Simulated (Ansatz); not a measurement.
## Resistivity from frozen vibrations: Pt(111) with 4 thermally displaced layers, 2x2

How much do lattice vibrations at 500 K scatter the electrons of Pt? Layers with random displacements are laid between perfect leads, and the resistance is followed against their length.

Calculated with Ansatz 0.2.0; Ansatz plane-wave DFT, PBE, PAW files; ballistic transport by layer matching (Landauer), zero bias; PAW set soft_1.

**1. The structure**

The cell holds 40 atoms: 40 Pt. Its edges and angles: a = 5.546 Å, b = 5.546 Å, c = 22.699 Å, α = 93.5°, β = 86.5°, γ = 120.0°. It derives from Pt. Regions: lead, 24 atoms (24 Pt); scattering region, 16 atoms (16 Pt). The structure is stacked along c, and the current runs across the ab planes.

**2. With 4 displaced layers**

Each atom of 4 layers is moved at random, by amounts drawn from a normal law 0.0807 Å wide in each direction from the Debye model (240 K) at 500 K. The layers about the cell's end stay perfect and serve as the lead. Disorder leaves little or no symmetry, which makes such runs dear. Energies from -0.05 to 0.05 eV in steps of 0.05 eV are too few for the program's thermal sum, so it prints no conductance; for a metal the transmission near the Fermi level serves, at a fraction of the cost.

The input, input.yaml:

```yaml
crystal:
  lattice:
    - [5.5462627489, 0.0, 0.0]
    - [-2.7731313745, 4.8032044366, 0.0]
    - [1.3865656872, -0.8005340728, 22.6425228571]
  atoms:
    - { symbol: Pt, position: [0.9916666667, 0.0083333333, 0.05] }
    - { symbol: Pt, position: [0.9916666667, 0.5083333333, 0.05] }
    - { symbol: Pt, position: [0.4916666667, 0.0083333333, 0.05] }
    - { symbol: Pt, position: [0.4916666667, 0.5083333333, 0.05] }
    - { symbol: Pt, position: [0.1416666667, 0.3583333333, 0.15] }
    - { symbol: Pt, position: [0.1416666667, 0.8583333333, 0.15] }
    - { symbol: Pt, position: [0.6416666667, 0.3583333333, 0.15] }
    - { symbol: Pt, position: [0.6416666667, 0.8583333333, 0.15] }
    - { symbol: Pt, position: [0.2916666667, 0.2083333333, 0.25] }
    - { symbol: Pt, position: [0.2916666667, 0.7083333333, 0.25] }
    - { symbol: Pt, position: [0.7916666667, 0.2083333333, 0.25] }
    - { symbol: Pt, position: [0.7916666667, 0.7083333333, 0.25] }
    - { symbol: Pt, position: [0.9420060082, 0.0564936233, 0.3522832683] }
    - { symbol: Pt, position: [0.9384772001, 0.5495453295, 0.3512891776] }
    - { symbol: Pt, position: [0.4690233405, 0.0738325305, 0.3474910064] }
    - { symbol: Pt, position: [0.4179861856, 0.5478826651, 0.3501473375] }
    - { symbol: Pt, position: [0.056727396, 0.4039158231, 0.4455580132] }
    - { symbol: Pt, position: [0.0766227888, 0.8989981547, 0.4488723102] }
    - { symbol: Pt, position: [0.6064949952, 0.4257782293, 0.4495417415] }
    - { symbol: Pt, position: [0.6057568997, 0.8973624362, 0.4512532221] }
    - { symbol: Pt, position: [0.2560485635, 0.2594715818, 0.5473492376] }
    - { symbol: Pt, position: [0.2242735928, 0.7507712869, 0.5507850512] }
    - { symbol: Pt, position: [0.7253084228, 0.2547231567, 0.5494323227] }
    - { symbol: Pt, position: [0.7511314148, 0.7621522233, 0.5512669934] }
    - { symbol: Pt, position: [0.8805951003, 0.1066207931, 0.6527950703] }
    - { symbol: Pt, position: [0.9019236856, 0.5880721073, 0.6553975202] }
    - { symbol: Pt, position: [0.417664508, 0.1216217887, 0.650942851] }
    - { symbol: Pt, position: [0.3981849941, 0.6340027401, 0.6569888154] }
    - { symbol: Pt, position: [0.0416666667, 0.4583333333, 0.75] }
    - { symbol: Pt, position: [0.0416666667, 0.9583333333, 0.75] }
    - { symbol: Pt, position: [0.5416666667, 0.4583333333, 0.75] }
    - { symbol: Pt, position: [0.5416666667, 0.9583333333, 0.75] }
    - { symbol: Pt, position: [0.1916666667, 0.3083333333, 0.85] }
    - { symbol: Pt, position: [0.1916666667, 0.8083333333, 0.85] }
    - { symbol: Pt, position: [0.6916666667, 0.3083333333, 0.85] }
    - { symbol: Pt, position: [0.6916666667, 0.8083333333, 0.85] }
    - { symbol: Pt, position: [0.8416666667, 0.1583333333, 0.95] }
    - { symbol: Pt, position: [0.8416666667, 0.6583333333, 0.95] }
    - { symbol: Pt, position: [0.3416666667, 0.1583333333, 0.95] }
    - { symbol: Pt, position: [0.3416666667, 0.6583333333, 0.95] }
kpoints:
  mp_grid: { grid: [5, 5, 1] }
hamiltonian:
  xc: pbe
  pseudopotentials: { kind: paw, azcp: { folder: soft_1 } }
scf:
  occupations: { method: fermi_dirac, width: 0.1 }
output:
  transmission:
    leads: [[0, 4]]
    kmesh: [10, 10]
    e_range: [-0.05, 0.05]
    de: 0.05
  write_potential: true
  write_density: true
  volumetric_format: npy
  elf: true
```

Started as:

```sh
ansatz run input.yaml --threads 4 --pin off --max-ram 15360MiB --backend cpu --events-out ev --progress --plain --runs-dir out
```

Numbers of over 12 decimals in the logs are rounded to 6 here.

Log:

```text
Engine: ansatz 0.2.0, x86_64-unknown-linux-gnu
Pseudopotentials: kind: paw
Pseudopotential: Pt, paw, valence charge 18, recommended cutoff 420 eV (normal), soft_1/Pt.paw.azcp
Functional definition: PBE
  parameter kappa = 0.804
  parameter beta = 0.066725
  exchange = pbe_x(kappa = kappa, mu = beta*pi^2/3)
  correlation = pbe_c(beta = beta)
Crystal: 40 atoms, lattice volume = 603.193 Å³
Basis set: ecut = 420 eV, 11827 PW (Γ)
Bands: 432, of which v1, the nominal top of the filled ones, is band 360 counted from 1 (359 counted from 0)
Symmetry: 1 space group operations
Space group: P1 (ITA 1), of the structure as read, at distance tolerance 8.4e-5 Å
k-points: 13 of 25 (time reversal used)
Non-local potential: Pt, projectors of the file, l = 0: 3, l = 1: 2, l = 2: 2, l = 3: 1
PAW form: soft (Blöchl's): semilocal exchange-correlation on the pseudo side does not see the compensation charge
PAW one-centre angular grid: Pt, 590 points (default); XC on 64 Gauss nodes
Initial density: superposition of atomic densities (chi_scale 0.1, normalization cell)
Initial wavefunctions: pseudopotential atomic-orbital guess
Functional: x = pbe(κ = 0.804, μ = 0.219515), c = pbe(β = 0.066725)
SCF iter   1: F=—  HF=-500999.376147 eV  |F-HF|=—  |Δ(HF+E_count)|=         —  Δρ=8.55e-2  dr2=4.23e1  ethr=3.10e-3  ⟨swp⟩=4.6  Hψ=16539  notcnv=0  defer=253
preconditioner: auto → Kerker (q_TF=auto, 2.810 Å⁻¹)  [metal: Δε(μ)=0.006 eV  Ē_g=8.554 eV  σ=0.100 eV  W_gap=0.01  n_scr=246 (ndim 8)  ℏωp=30.2 eV  f_vac=0.000  D(μ)=69.11/eV (n_scr^D=920)]
SCF iter   2: F=—  HF=-500989.589109 eV  |F-HF|=—  |Δ(HF+E_count)|=    9.79e0  Δρ=4.53e-2  dr2=1.16e1  ethr=3.10e-3  ⟨swp⟩=2.9  Hψ=9424  notcnv=0  defer=484
SCF iter   3: F=—  HF=-500986.301185 eV  |F-HF|=—  |Δ(HF+E_count)|=    3.29e0  Δρ=6.50e-3  dr2=1.34e-1  ethr=1.61e-3  ⟨swp⟩=2.1  Hψ=8097  notcnv=0  defer=484
SCF iter   4: F=—  HF=-500986.316769 eV  |F-HF|=—  |Δ(HF+E_count)|=   1.56e-2  Δρ=1.08e-3  dr2=8.97e-3  ethr=1.86e-5  ⟨swp⟩=2.5  Hψ=8207  notcnv=0  defer=480
SCF iter   5: F=—  HF=-500986.317036 eV  |F-HF|=—  |Δ(HF+E_count)|=   2.67e-4  Δρ=3.60e-4  dr2=9.40e-4  ethr=1.25e-6  ⟨swp⟩=2.1  Hψ=7628  notcnv=0  defer=480
SCF iter   6: F=—  HF=-500986.316994 eV  |F-HF|=—  |Δ(HF+E_count)|=   4.20e-5  Δρ=5.96e-5  dr2=3.11e-5  ethr=1.31e-7  ⟨swp⟩=2.8  Hψ=9794  notcnv=0  defer=480
SCF iter   7: F=—  HF=-500986.315839 eV  |F-HF|=—  |Δ(HF+E_count)|=   1.15e-3  Δρ=1.54e-5  dr2=7.00e-6  ethr=4.32e-9  ⟨swp⟩=1.2  Hψ=5117  notcnv=0  defer=480
SCF iter   8: F=—  HF=-500986.315839 eV  |F-HF|=—  |Δ(HF+E_count)|=   3.41e-8  Δρ=3.77e-6  dr2=3.51e-7  ethr=9.72e-10  ⟨swp⟩=1.0  Hψ=5112  notcnv=0  defer=480
SCF iter   9: F=-500986.315839 eV  HF=-500986.315839 eV  |F-HF|=1.79e-8  |Δ(HF+E_count)|=   1.37e-8  Δρ=1.13e-6  dr2=2.18e-8  ethr=1.39e-11  ⟨swp⟩=8.2  Hψ=17520  notcnv=0
SCF 1 converged in 9 iterations: F = -500986.315839 eV  dr2 = 2.18e-8
  greatest PAW one-centre occupation: 1.000 electrons in one spin orbital (limit 2), on the Pt atom at site 13 (counted from 0), in its partial waves of l = 0
transmission: 220 of 2184 steps passed
transmission: 440 of 2184 steps passed
[...]
transmission: 2184 of 2184 steps passed
SCF converged after 9 iterations
Free energy (F): -500986.315839 eV
Harris-Foulkes:  -500986.315839 eV  (|F-HF|=1.79e-8)
Internal energy: -500984.078483 eV  (E = F + TS)
E sigma→0 (E₀):  -500985.197161 eV
Entropy (-TS):   -2.237356 eV (-55.934 meV/atom)
Fermi energy:    23.440183 eV
--- Per-component energies (eV) ---
  E_band       = -5142.412048
  E_kinetic    = 23908.969285
  E_local      = -57416.079078  (includes V_loc(G=0)·N_el)
  E_nonlocal   = 8157.480163
  E_hartree    = 21893.404340
  E_xc         = -9307.094374
  E_vxc        = -10874.692659  (∫ρ·V_xc dr)
  E_paw        = -379357.873066  (= ΣΔE_a)
  E_vpaw       = -12704.958129  (= ΣTr[D̂ρ^β])
  E_aug_tail   = 0.044567  (compensation charges beyond the density's cutoff)
  E_ewald      = -108862.930321
  E_smearing   = -2.237356  (= −TS)
  E_closure    = 0.000000  (closes the sum)
  Σ components = -500986.315839   (vs F -500986.315839, Δ=0.00e0)
--- Band table (eV; the first three rows and the last of 13) ---
  k-point 0: bands = [... 356 lower, 23.5959, 23.6236, 23.6369, 23.6488, 23.6628, 23.6793, 23.7041, 23.7221, ... 68 higher]
  k-point 1: bands = [... 356 lower, 23.4015, 23.4105, 23.4407, 23.4636, 23.4729, 23.4813, 23.5388, 23.6232, ... 68 higher]
  k-point 2: bands = [... 356 lower, 23.3477, 23.3852, 23.4174, 23.4627, 23.5159, 23.5373, 23.5458, 23.5623, ... 68 higher]
  k-point 12: bands = [... 356 lower, 23.2955, 23.3544, 23.4375, 23.4550, 23.4800, 23.5094, 23.5172, 23.5344, ... 68 higher]
--- Transmission ---
  basis      : 241 plane waves across, 42 finite elements along
  points     : 52, standing for a mesh of 10 x 10
  energies   : 3 from -0.050000 to 0.050000 eV about the Fermi level, 0.050000 eV apart; the leads are filled to 0.000000 eV, and channels, transmission and decay are at 0.000000 eV
  crystal 0  : Pt4, at the sites [0, 4], period 2.2643 Å, over 13.59 Å; its Hamiltonian steps by up to 15.1 meV
    offset         : up to 0.0000 Å between an atom of the period and one for which it stands
    channels       : 6.890000e0 a spin
    conductance    : none, the energies end too early or step too widely for 300 K: set another output.transmission.e_range or a lower de, or, where they end at an eighth of basis.ecutwfc, a higher one
  junction   : crystal 0 to crystal 0, 0.70 to 21.08 Å
    transmission   : 5.374999e0 a spin
    conductance    : none, the energies end too early or step too widely for 300 K: set another output.transmission.e_range or a lower de, or, where they end at an eighth of basis.ecutwfc, a higher one
```

The job ended after 3.6 min (4 threads of Intel Xeon 6975P-C (Granite Rapids), shared host; peak memory 5.7 GiB; 14 min of CPU time).

Numbers from this step:

- free energy: -500986.3158 eV
- energy at zero smearing: -500985.1972 eV
- Fermi energy: 23.44 eV
- cell area: 26.64 Å²
- transmission per spin nearest the Fermi level: 5.375
- open channels per spin nearest the Fermi level: 6.89
- step of the lead's potential: 15.1 meV

Per spin. Transmission, zone mean against energy, zero at the Fermi level:

```csv
energy (eV),"transmission, zone mean"
-0.0500,5.60
0.0000,5.38
0.0500,5.11
```

Per spin. Open channels, zone mean, lead against energy, zero at the Fermi level:

```csv
energy (eV),"open channels, zone mean, lead"
-0.0500,7.16
0.0000,6.89
0.0500,6.21
```

Transmission over k1 and k2. At 0.0000 eV from the Fermi level.

Values, 10 rows by 10 columns:
```
6.96 7.06 5.44 5.49 5.29 7.19 7.37 3.84 2.94 3.77
3.83 5.10 6.97 5.55 5.56 7.09 5.25 4.20 2.92 2.93
4.15 5.31 5.26 6.74 3.05 6.86 5.50 5.47 4.20 3.79
7.01 5.24 5.27 3.28 5.38 5.57 3.10 5.52 5.08 7.11
6.85 6.91 6.83 6.75 5.38 3.44 5.38 6.75 6.83 6.91
7.01 7.11 5.08 5.52 3.10 5.57 5.38 3.28 5.27 5.24
4.15 3.79 4.20 5.47 5.50 6.86 3.05 6.74 5.26 5.31
3.83 2.93 2.92 4.20 5.25 7.09 5.56 5.55 6.97 5.10
6.96 3.77 2.94 3.84 7.37 7.19 5.29 5.49 5.44 7.06
6.85 7.01 4.40 4.59 7.23 6.93 7.23 4.59 4.40 7.01
```
Columns: k1 (b1) from -0.5 to 0.4; rows upwards: k2 (b2) from -0.5 to 0.4.

Open channels over k1 and k2. At 0.0000 eV from the Fermi level.

Ten even steps from '_' (3.0) to '@' (10.0):
```
@@##======##@@..__..
====##++++##====____
====++%%..%%++====..
@@==++..%%%%..++==@@
@@####%%%%::%%%%####
@@@@==++..%%%%..++==
==..====++%%..%%++==
==____====##++++##==
@@..__..@@##======##
@@@@====@@@@@@====@@
```
Columns: k1 (b1) from -0.5 to 0.4; rows upwards: k2 (b2) from -0.5 to 0.4.

Electrostatic potential energy in the ca plane at fractional y = 0.548, with atoms of Pt within 0.2 Å of it. With pseudopotentials it is smooth inside the atoms' cores, unlike the true potential.

Ten even steps from '0' (-42 eV) to '9' (26 eV), each cell a mean:
```
99999999997200048999999999999730027986679999
99999999998300058999999999999720005999999999
88999877899732479987899999999830026999999999
67899745799987899743589998999974468987789999
77899744799999999621379988899998899853368999
88999877899988999732379988899999999830037999
99999999999743689875689998999998899830037999
99999999998300169999999999999975578863358999
99999999997200049999999999999841037998889999
88999988998400169999999999999840016999999999
77899756899743589988999999999962137998999999
67899744799988899865799998899986578875579999
88999855799988999733589987899999999841148999
99999988999754689743589987899998899730027999
99999999998400168876799998999974468851148999
```
Columns run along c (16.0 Å, from fractional 0.15 to 0.85 of the cell; values clipped at the 3rd and 97th percentile), rows up along a (5.5 Å). Atoms in or near the plane, at fractional coordinates: Pt at (0.35, 0.94), Pt at (0.35, 0.42), Pt at (0.66, 0.90).

Valence density in the ca plane at fractional y = 0.548, with atoms of Pt within 0.2 Å of it. It is the smooth field of the valence electrons, not physical close to the nuclei.

Ten even steps from '0' (0 e/Å³) to '9' (11 e/Å³), each cell a mean:
```
00000000000389620000000000000026630001100000
00000000000268510000000000000038951000000000
00000000000023200000000000000026631000000000
00000011000000000012100000000001210000000000
00000011000000000034200000000000000012210000
00000000000000000023200000000000000025520000
00000000000022100001100000000000000025530000
00000000000267410000000000000001100002210000
00000000000389610000000000000014520000000000
00000000000267410000000000000025641000000000
00000011000012100000000000000013420000000000
00000011000000000011000000000001100001100000
00000011000000000022100000000000000024420000
00000000000011100022100000000000000026630000
00000000000256410001000000000002210014420000
```
Columns run along c (16.0 Å, from fractional 0.15 to 0.85 of the cell), rows up along a (5.5 Å). Atoms in or near the plane, at fractional coordinates: Pt at (0.35, 0.94), Pt at (0.35, 0.42), Pt at (0.66, 0.90).

ELF in the ca plane at fractional y = 0.548, with atoms of Pt within 0.2 Å of it. It is the smooth field of the valence electrons, not physical close to the nuclei.

Values, 8 rows by 16 columns, each cell a mean:
```
0.24 0.17 0.24 0.26 0.54 0.46 0.26 0.23 0.18 0.25 0.29 0.57 0.40 0.30 0.27 0.24
0.31 0.26 0.36 0.26 0.39 0.35 0.30 0.31 0.21 0.26 0.26 0.52 0.37 0.26 0.21 0.22
0.31 0.26 0.41 0.26 0.24 0.24 0.42 0.45 0.26 0.28 0.20 0.25 0.26 0.46 0.38 0.25
0.24 0.18 0.26 0.25 0.44 0.35 0.30 0.34 0.23 0.27 0.20 0.28 0.27 0.50 0.42 0.25
0.24 0.17 0.24 0.27 0.55 0.45 0.24 0.20 0.17 0.25 0.25 0.52 0.37 0.30 0.27 0.24
0.31 0.26 0.36 0.27 0.43 0.37 0.26 0.24 0.20 0.26 0.25 0.52 0.38 0.26 0.21 0.22
0.31 0.26 0.41 0.27 0.28 0.26 0.39 0.38 0.26 0.30 0.21 0.29 0.28 0.46 0.38 0.25
0.24 0.18 0.26 0.25 0.47 0.38 0.35 0.34 0.24 0.28 0.24 0.37 0.30 0.50 0.42 0.25
```
Columns run along c (16.0 Å, from fractional 0.15 to 0.85 of the cell), rows up along a (5.5 Å). Atoms in or near the plane, at fractional coordinates: Pt at (0.35, 0.94), Pt at (0.35, 0.42), Pt at (0.66, 0.90).

Over the solved energies the transmission per spin lies between 5.11 and 5.60, out of 6.75 channels of the lead on average (up to 7.16).

[end of part 1 of 2]

[Logs are printed without paths, hosts, clocks, repeated set-up lines and the standing remarks that a program may print on its own settings, such as how far it seeks lower states.]

[Hosts, paths, dates, database ids (printed as entryN), source tags and the programs' standing remarks are cut or masked in the printed files.]
